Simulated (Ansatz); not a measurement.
# MgO (Fm-3m):V_Mg-V_O, thermodynamic levels from a 54-atom cell

Wanted: the transition levels of a complex in MgO (Fm-3m), from a cell of 54 host atoms with 1 Mg and 1 O taken out.

Method: place-levels on r2SCAN runs: charge-transition levels and formation energies with image-charge correction and potential alignment at the atomic sites, in Ansatz 0.2.0.

**Measured values to reproduce.**

“Electronic structure of alkaline earth and post-transition metal oxides” (2009, arxiv:0908.1581) quotes from earlier work for MgO, rocksalt (bulk crystal): band gap (literature experimental gap) 7.83 eV [Literature value based on experiment; other listed experimental values range from 7.7 to …].

Report form: the programs' logs are mostly left out.

## (1) The structure

The cell holds 52 atoms: 26 Mg and 26 O. Cell: a = 8.919 Å, b = 8.919 Å, c = 8.919 Å, α = 60.0°, β = 60.0°, γ = 60.0°. It derives from MgO (space group Fm-3m). Nearest the centre at fractional (0.583, 0.583, 0.417): O31 at 2.35 Å, O43 at 2.35 Å, Mg34 at 2.35 Å, Mg32 at 2.35 Å, Mg46 at 2.35 Å, Mg44 at 2.35 Å, O33 at 2.35 Å, O45 at 2.35 Å.

Known beforehand: the electronic dielectric constant, 3.23, and the static one, 10.09, from a response run on this crystal (DFPT, PBEsol) at that run's own cell.

The cell's shortest repeat is 8.9 Å.

## (2) What was run first

Levels follow from differences of total energies between charge states, each relaxed by itself.

Each atom starts 0.05 Å or so off its site in a random direction: a symmetric start keeps its symmetry, and would miss off-centre moves and Jahn–Teller distortions. Forces are taken at one point at (¼, ¼, ¼). The cell holds 1 electron more than the neutral one, with a uniform background that keeps it neutral on the whole. The electron count is odd, so at least one spin is unpaired; this run locks the moment at 1 μB.

The sampling was tested on the host first: at the k-points planned (1x1x1 shifted 0.25 0.25 0.25) its energy lies 0.020 eV an atom from the dense-mesh value, under the bound of 0.02 eV set for this test; that bounds the host's error, not the defect's.

One of the inputs; charge, spin and start change from state to state.

File qm1_M1.relax/input.yaml:

```yaml
crystal:
  lattice:
    - [0.0, 6.30659265, 6.30659265]
    - [6.30659265, 0.0, 6.30659265]
    - [6.30659265, 6.30659265, 0.0]
  atoms:
    - { symbol: Mg, position: [0.0, 0.0, 0.0] }
    - { symbol: O, position: [0.16666667, 0.16666667, 0.16666667] }
[... 6 atom lines left out ...]
    - { symbol: Mg, position: [0.0, 0.33333333, 0.33333333] }
[... 6 atom lines left out ...]
    - { symbol: O, position: [0.16666667, 0.83333333, 0.5] }
[... 4 atom lines left out ...]
    - { symbol: Mg, position: [0.33333333, 0.0, 0.33333333] }
    - { symbol: O, position: [0.5, 0.16666667, 0.5] }
[... 1 atom line left out ...]
    - { symbol: O, position: [0.5, 0.16666667, 0.83333333] }
[... 1 atom line left out ...]
    - { symbol: O, position: [0.5, 0.5, 0.16666667] }
[... 1 atom line left out ...]
    - { symbol: Mg, position: [0.33333333, 0.33333333, 0.66666667] }
    - { symbol: O, position: [0.5, 0.5, 0.83333333] }
[... 1 atom line left out ...]
    - { symbol: O, position: [0.5, 0.83333333, 0.16666667] }
    - { symbol: Mg, position: [0.33333333, 0.66666667, 0.33333333] }
    - { symbol: O, position: [0.5, 0.83333333, 0.5] }
    - { symbol: Mg, position: [0.33333333, 0.66666667, 0.66666667] }
[... 4 atom lines left out ...]
    - { symbol: O, position: [0.83333333, 0.16666667, 0.5] }
[... 3 atom lines left out ...]
    - { symbol: O, position: [0.83333333, 0.5, 0.16666667] }
    - { symbol: Mg, position: [0.66666667, 0.33333333, 0.33333333] }
    - { symbol: O, position: [0.83333333, 0.5, 0.5] }
    - { symbol: Mg, position: [0.66666667, 0.33333333, 0.66666667] }
[... 1 atom line left out ...]
    - { symbol: Mg, position: [0.66666667, 0.66666667, 0.0] }
    - { symbol: O, position: [0.83333333, 0.83333333, 0.16666667] }
[... 1 atom line left out ...]
    - { symbol: Mg, position: [0.66666667, 0.66666667, 0.66666667] }
    - { symbol: O, position: [0.83333333, 0.83333333, 0.83333333] }
  host:
    repeats: [3, 3, 3]
    atoms:
      - { symbol: Mg, position: [0.0, 0.0, 0.0] }
      - { symbol: O, position: [0.5, 0.5, 0.5] }
total_charge: -1
basis:
  ecutwfc: 500
  xc_grid: 2
hamiltonian:
  xc: r2scan
kpoints:
  mp_grid: { grid: [1, 1, 1], shift: [0.25, 0.25, 0.25] }
magnetization:
  spin_polarized: true
  initial_magnetization: 1
  spin_locking: { lock_magnetization: hard }
scf:
  occupations: { method: fixed }
  max_iter: 80
output:
  forces: true
  charged_corrections:
    epsilon: 3.23
    static_epsilon: 10.09
    defect_position: [0.583333, 0.583333, 0.416667]
relax:
  f_tol: 0.02
  max_steps: 80
  random_displacement: { amplitude: 0.05, seed: 3367 }
checkpoint:
  write: "../qm1_M1.relax.run"
  compress: false
  write_wavefunctions: true
  write_every: 100000
```

The run is started by

```console
$ ansatz run input.yaml --threads 4 --pin off --max-ram 7536MiB --backend cpu --events-out ev --progress --plain --runs-dir out
```

The relaxed structure is kept and the sampling changed to a 2×2×2 shifted mesh.

The run of this state that the levels use, under r2SCAN:

File qm1_M1.point/input.yaml:

```yaml
crystal:
  checkpoint: "../qm1_M1.relax.run"
  host: checkpoint
total_charge: -1
basis:
  ecutwfc: 500
  xc_grid: 2
hamiltonian:
  xc: r2scan
kpoints:
  mp_grid: { grid: [2, 2, 2], shift: [0.5, 0.5, 0.5] }
magnetization:
  spin_polarized: true
  initial_magnetization: 1
  spin_locking: { lock_magnetization: hard }
scf:
  occupations: { method: fermi_dirac, width: 0.01 }
  max_iter: 80
output:
  forces: true
  eigenvalues: true
  charged_corrections:
    epsilon: 3.23
    static_epsilon: 10.09
    defect_position: [0.583333, 0.583333, 0.416667]
  eigenstates: { localisation: true }
  populations: true
  efg: {}
  band_densities: [{ bands: [v1, v1] }, { bands: [c1, c1] }]
  write_density: true
  write_potential: true
  volumetric_format: npy
checkpoint:
  read: "../qm1_M1.relax.run"
  write: "../qm1_M1.point.run"
  compress: false
  write_wavefunctions: false
  write_every: 100000
```

Relaxations under r2SCAN at one point at (¼, ¼, ¼); times on 4 threads of Arm Neoverse V2, shared host:

```csv
charge,moment (μB),occupations,outcome,steps,largest displacement against the far atoms (Å),time
−1,1,fixed,converged,4,0.13,1.7 min
0,0,fixed,converged,5,0.19,48 s
0,2,fixed,converged,6,0.13,4.4 min
+1,1,fixed,converged,7,0.19,4.4 min
```

Single points under r2SCAN at a 2×2×2 shifted mesh; times on 4 threads of Arm Neoverse V2, shared host:

```csv
charge,moment (μB),occupations,outcome,time
−1,1,fermi-dirac,converged,2.1 min
0,0,fermi-dirac,converged,48 s
0,2,fermi-dirac,converged,4.1 min
+1,1,fermi-dirac,converged,2.9 min
```

Distances (Å) from the ideal centre to the nearest atoms after relaxation with r2SCAN:

```csv
charge,moment (μB),1.,2.,3.,4.,5.,6.
−1,1,Mg 2.40,Mg 2.40,Mg 2.41,Mg 2.41,O 2.45,O 2.46
0,0,O 2.45,O 2.45,O 2.46,O 2.46,Mg 2.49,Mg 2.50
0,2,Mg 2.39,Mg 2.40,Mg 2.40,Mg 2.41,O 2.45,O 2.45
+1,1,O 2.45,O 2.45,O 2.45,O 2.46,Mg 2.49,Mg 2.49
```

## (3) Levels against the band edges, r2SCAN

A charged cell interacts with its images and the background, and its potential has another zero than the host's. place-levels removes the first by a point-charge model, screened by the static dielectric constant since the ions have relaxed around the charge, and the second by comparing potentials at atoms far from the defect.

The host is a run of the defect-free crystal in the same cutoffs, grids and k-points, so that basis and sampling errors cancel in part in the differences. The host is run in a cell of 2 atoms on a matching mesh. Its band edges are searched through the zone by a band path, so the gap is smaller than, or equal to, that on the mesh. Chemical potentials are energies per atom of Mg (hcp) and O (O2 molecule), run with the same functional and cutoff.

File levels.point.yaml:

```yaml
host:
  run: host.point.run
states: [qm1_M1.point.run, q0.point.run, q0_M2.point.run, qp1_M1.point.run]
geometry_from:
  qm1_M1.point.run: qm1_M1.relax.run
  q0.point.run: q0.relax.run
  q0_M2.point.run: q0_M2.relax.run
  qp1_M1.point.run: qp1_M1.relax.run
chemical_potentials:
  Mg:
    energy: -1926.408907
    dataset: "<sha256 of the dataset>"
  O:
    energy: -565.983079
    dataset: "<sha256 of the dataset>"
epsilon: 3.23
static_epsilon: 10.09
vertical:
  - { from: qm1_M1.point.run, to: qm1_M1.point_neutral.run }
  - { from: qp1_M1.point.run, to: qp1_M1.point_neutral.run }
```

The run is started by

```console
$ ansatz place-levels levels.point.yaml -- --threads 4 --pin off --max-ram 7536MiB
```

Wall time 0.33 s (4 threads of Arm Neoverse V2, shared host).

Under r2SCAN the gap is 5.68 eV, (+1/0) -0.01 (outside the gap) (with band filling), (0/−1) 3.03 eV.

Levels between the charges placed, in eV above the valence top:

```csv
,gap (eV),(+1/0),(0/−1)
r2SCAN,5.68,-0.01,3.03
```

Corrections by state:

```csv
charge,moment (μB),image terms and alignment (eV),band filling (eV),ε used,"over the lowest of its charge, as the program ranks them, band filling apart (eV)"
+1,1.0,-0.321,-0.032,10.09,0.000
0,0.0,0.000,-,-,0.000
−1,1.0,0.757,-,10.09,0.000
0,2.0,0.000,-,-,2.665
```

The charged structures listed were also run neutral, and place-levels reads from each pair, by the potential or the spins, how wide the charge is by which they differ; that can be the carrier of either run.

```csv
charge,rms radius (Å),spread where it is widest against the cell (Å),wide from (Å),reading
+1,2.6,1.71,1.26,wide
−1,1.0,0.59,1.26,narrow
```

The neutral runs of these pairs need not share the spin of the lowest neutral state, and very wide values only mean spread over the cell.

From the program's caveats on the states, each cut to its opening words:

- charge +1 (1 μB): it parts from the run at its places by a charge that spreads by about 1.7 Å along one vector (1.3 Å or more is wide), by its potential at epsilon 3.23, taken [...]
- charge +1 (1 μB): a band-filling correction moves a carrier to the host's band edge, which changes its energy by -0.032 eV
- charge +1 (1 μB), 0, −1 (1 μB), 0 (2 μB): its alignment with the host at atomic sites is doubtful: the cell is too small to show whether the defect's potential has decayed: take a larger one
- charge +1 (1 μB): the host's ions (past the first shell or, of a walk that freed a part, those that it held) aren't shown at rest: they stand up to 0.151 Å off their sites, 0.98 [...]
- charge +1 (1 μB): the far atoms show a dipole or second moment of the defect's charge, for which the correction takes or leaves out 2.586 eV: further moments aren't read, and [...]
- charge +1 (1 μB), −1 (1 μB), 0 (2 μB): flagged: stability check not made
- charge 0: the far atoms show a dipole or second moment of the defect's charge, for which the correction takes or leaves out 5.335 eV: further moments aren't read, and [...]
- charge −1 (1 μB): the far atoms show a dipole or second moment of the defect's charge, for which the correction takes or leaves out 2.848 eV: further moments aren't read, and [...]
- charge 0 (2 μB): the far atoms show a dipole or second moment of the defect's charge, for which the correction takes or leaves out 1.138 eV: further moments aren't read, and [...]
- charge 0 (2 μB): its moments are held at its close (magnetization.spin_locking), by a field of 1.210 eV a Bohr magneton, and its energy and levels are of the state that this [...]

The host's formation energy from the elements is -2.971 eV per atom; it sets how far the chemical potentials can move.

Limit set by the element alone; other compounds of these elements are not counted. Chemical potentials from the elements' reference states: Mg 0.00 eV, O -5.94 eV. Formation energies (Mg-rich), with the Fermi level at the valence top and at the conduction bottom (gap 5.68 eV):

```csv
charge,at valence top (eV),at conduction bottom (eV),correction included (eV)
+1,4.22,9.90,-0.35
0,4.21,4.21,0.00
−1,7.24,1.56,0.76
```

| Fermi level (eV) | lowest formation energy (eV) |
| --- | --- |
| 0.00 | 4.21 |
| 0.52 | 4.21 |
| 1.03 | 4.21 |
| 1.55 | 4.21 |
| 2.07 | 4.21 |
| 2.58 | 4.21 |
| 3.10 | 4.14 |
| 3.62 | 3.62 |
| 4.14 | 3.11 |
| 4.65 | 2.59 |
| 5.17 | 2.07 |
| 5.68 | 1.56 |

Limit set by the element alone; other compounds of these elements are not counted. Chemical potentials from the elements' reference states: O 0.00 eV, Mg -5.94 eV. Formation energies (O-rich), with the Fermi level at the valence top and at the conduction bottom (gap 5.68 eV):

```csv
charge,at valence top (eV),at conduction bottom (eV),correction included (eV)
+1,4.22,9.90,-0.35
0,4.21,4.21,0.00
−1,7.24,1.56,0.76
```

(Fermi level (eV), lowest formation energy (eV)): (0.00, 4.21), (0.52, 4.21), (1.03, 4.21), (1.55, 4.21), (2.07, 4.21), (2.58, 4.21), (3.10, 4.14), (3.62, 3.62), (4.14, 3.11), (4.65, 2.59), (5.17, 2.07), (5.68, 1.56)

## (4) Effect of the sampling

The relaxations' own energies give the levels at their sampling, for comparison.

File levels.relax_mesh.yaml:

```yaml
host:
  run: host.relax.run
states: [qm1_M1.relax.run, q0.relax.run, q0_M2.relax.run, qp1_M1.relax.run]
chemical_potentials:
  Mg:
    energy: -1926.408907
    dataset: "<sha256 of the dataset>"
  O:
    energy: -565.983079
    dataset: "<sha256 of the dataset>"
```

The run is started by

```console
$ ansatz place-levels levels.relax_mesh.yaml -- --threads 4 --pin off --max-ram 7536MiB
```

Elapsed: 0.12 s, on 4 threads.

Levels between neighbouring charges, in eV above the valence top:

```csv
,gap (eV),(+1/0),(0/−1)
"one point at (¼, ¼, ¼)",5.67,0.00,2.84
a 2×2×2 shifted mesh,5.68,-0.01,3.03
```

Going from one point at (¼, ¼, ¼) to a 2×2×2 shifted mesh moves the levels that carry no band-filling term by up to 0.19 eV and formation energies against the elements by up to 0.28 eV; band-filling terms, which differ between samplings, are in these energies.

## (5) place-levels, PBEsol

PBEsol on the same structure is run to see how far the result rests on the functional, though not on the errors that semilocal functionals share; the sampling changes too, to one point at (¼, ¼, ¼), so differences hold both changes.

File qm1_M1.pbesol/input.yaml:

```yaml
crystal:
  checkpoint: "../qm1_M1.relax.run"
  host: checkpoint
total_charge: -1
basis:
  ecutwfc: 420
  xc_grid: 2
hamiltonian:
  xc: pbesol
kpoints:
  mp_grid: { grid: [1, 1, 1], shift: [0.25, 0.25, 0.25] }
magnetization:
  spin_polarized: true
  initial_magnetization: 1
  spin_locking: { lock_magnetization: hard }
scf:
  occupations: { method: fermi_dirac, width: 0.01 }
  max_iter: 80
output:
  forces: true
  eigenvalues: true
  charged_corrections:
    epsilon: 3.23
    static_epsilon: 10.09
    defect_position: [0.583333, 0.583333, 0.416667]
  eigenstates: { localisation: true }
  populations: true
  efg: {}
checkpoint:
  write: "../qm1_M1.pbesol.run"
  compress: false
  write_wavefunctions: false
  write_every: 100000
```

The job ended after 25 s (4 threads; peak memory 1.7 GiB).

File levels.pbesol.yaml:

```yaml
host:
  run: host.pbesol.run
states: [qm1_M1.pbesol.run, q0.pbesol.run, q0_M2.pbesol.run, qp1_M1.pbesol.run]
geometry_from:
  qm1_M1.pbesol.run: qm1_M1.relax.run
  q0.pbesol.run: q0.relax.run
  q0_M2.pbesol.run: q0_M2.relax.run
  qp1_M1.pbesol.run: qp1_M1.relax.run
chemical_potentials:
  Mg:
    energy: -1912.053531
    dataset: "<sha256 of the dataset>"
  O:
    energy: -558.282649
    dataset: "<sha256 of the dataset>"
```

The run is started by

```console
$ ansatz place-levels levels.pbesol.yaml -- --threads 4 --pin off --max-ram 7536MiB
```

It took 0.21 s on 4 threads.

Under PBEsol the gap is 4.66 eV, (+1/0) 0.00 (with band filling), (0/−1) 2.57 eV.

## (6) What a wrong or other choice does

In this try the input is made faulty on purpose, to show what that does.

Another version of the file is tried.

levels.try0.yaml is levels.point.yaml with these lines changed:

```diff
-  Mg:
-    energy: -1926.408907
-    dataset: "<sha256 of the dataset>"
-  O:
-    energy: -565.983079
-    dataset: "<sha256 of the dataset>"
+  Mg: -1926.408907
+  O: -565.983079
```

The run is started by

```console
$ ansatz place-levels levels.try0.yaml -- --threads 4 --pin off --max-ram 7536MiB
```

The change: chemical potentials as bare numbers.

No levels were formed: the file was rejected.

## (7) Side by side

Levels between neighbouring charges, in eV above each run's own valence top:

```csv
,gap (eV),(+1/0),(0/−1),CPU time a state at this stage (restarts are quicker than cold starts)
"r2SCAN, 2×2×2 shifted mesh",5.68,-0.01,3.03,9.6 min
"PBEsol on r2SCAN structures, (¼, ¼, ¼)",4.66,0.00,2.57,98 s
```

## (8) Summary of results

```
gap of the host                                                          : 5.68 eV (r2SCAN)
level (plus 1/0)                                                         : 0.01 eV below the valence top (-0.04 eV above the valence top without the band-filling term)
level (0/minus 1)                                                        : 3.03 eV above the valence top
lowest of the charges placed, just above the valence top (0.02 eV)       : 0
lowest of the charges placed, just below the conduction bottom (0.02 eV) : −1
lowest formation energy at mid-gap of the charges run, Mg-rich           : 4.21 eV
lowest formation energy at mid-gap of the charges run, O-rich            : 4.21 eV
```

What this shows: Of the charges placed (−1, 0 and +1), the lowest changes at 3.03 eV (0/−1) above the valence top, in a gap of 5.68 eV. Charges below −1 were not placed, so these runs say nothing of levels that involve them. States placed: +1 at 1 μB; 0 at 0 μB and 2 μB; −1 at 1 μB. Other spin states or structures, where not listed, weren't placed. The program finds carriers beyond a band edge of the host and adds a band-filling term at charge +1 (-0.03 eV); steps to such a charge show no bound level, and a defect level inside a band would be read the same way. Going from one point at (¼, ¼, ¼) to a 2×2×2 shifted mesh moves the levels that carry no band-filling term by up to 0.19 eV and formation energies against the elements by up to 0.28 eV; band-filling terms, which differ between samplings, are in these energies. The program doubts the alignment of potentials for at least one state, a sign that the cell is small. What this leaves open: the images are only 8.9 Å apart; r2SCAN makes the gap too small and tends to spread out bound carriers; where a gas molecule sets a chemical potential or the host's formation energy, its binding is uncorrected; force components of up to 0.19 eV/Å remain in a run at the final settings.

Comparison with the measured values:

| quantity | measured | PBEsol | r2SCAN |
| --- | --- | --- | --- |
| band gap (least gap of the host) (eV) | 7.83 | 4.66 (-3.17 eV) | 5.68 (-2.15 eV) |

Measured values from arxiv:0908.1581 (2009).

**Verdict.** For the band gap, of the levels listed nearest comes r2SCAN (-2.15 eV, a clear miss) and farthest PBEsol (-3.17 eV, a clear miss). Local and semilocal functionals usually give gaps below the measured ones. Zero-point and thermal motion shift the measured gap.

[Logs are printed without paths, hosts, clocks, repeated set-up lines and the standing remarks that a program may print on its own settings, such as how far it seeks lower states.]

[Hosts, paths, dates, database ids (printed as entryN), source tags and the programs' standing remarks are cut or masked in the printed files.]

[Where a table of states has a column of steps, it counts the stored structures, which are thinned; the runs took as many ionic steps or more.]

[A defect's name tells the site on which it was built; relaxed atoms can leave that site.]

[For some hosts the program warned that the k-mesh of the response run may be too coarse for force constants and the static dielectric constant; such warnings are not shown here.]
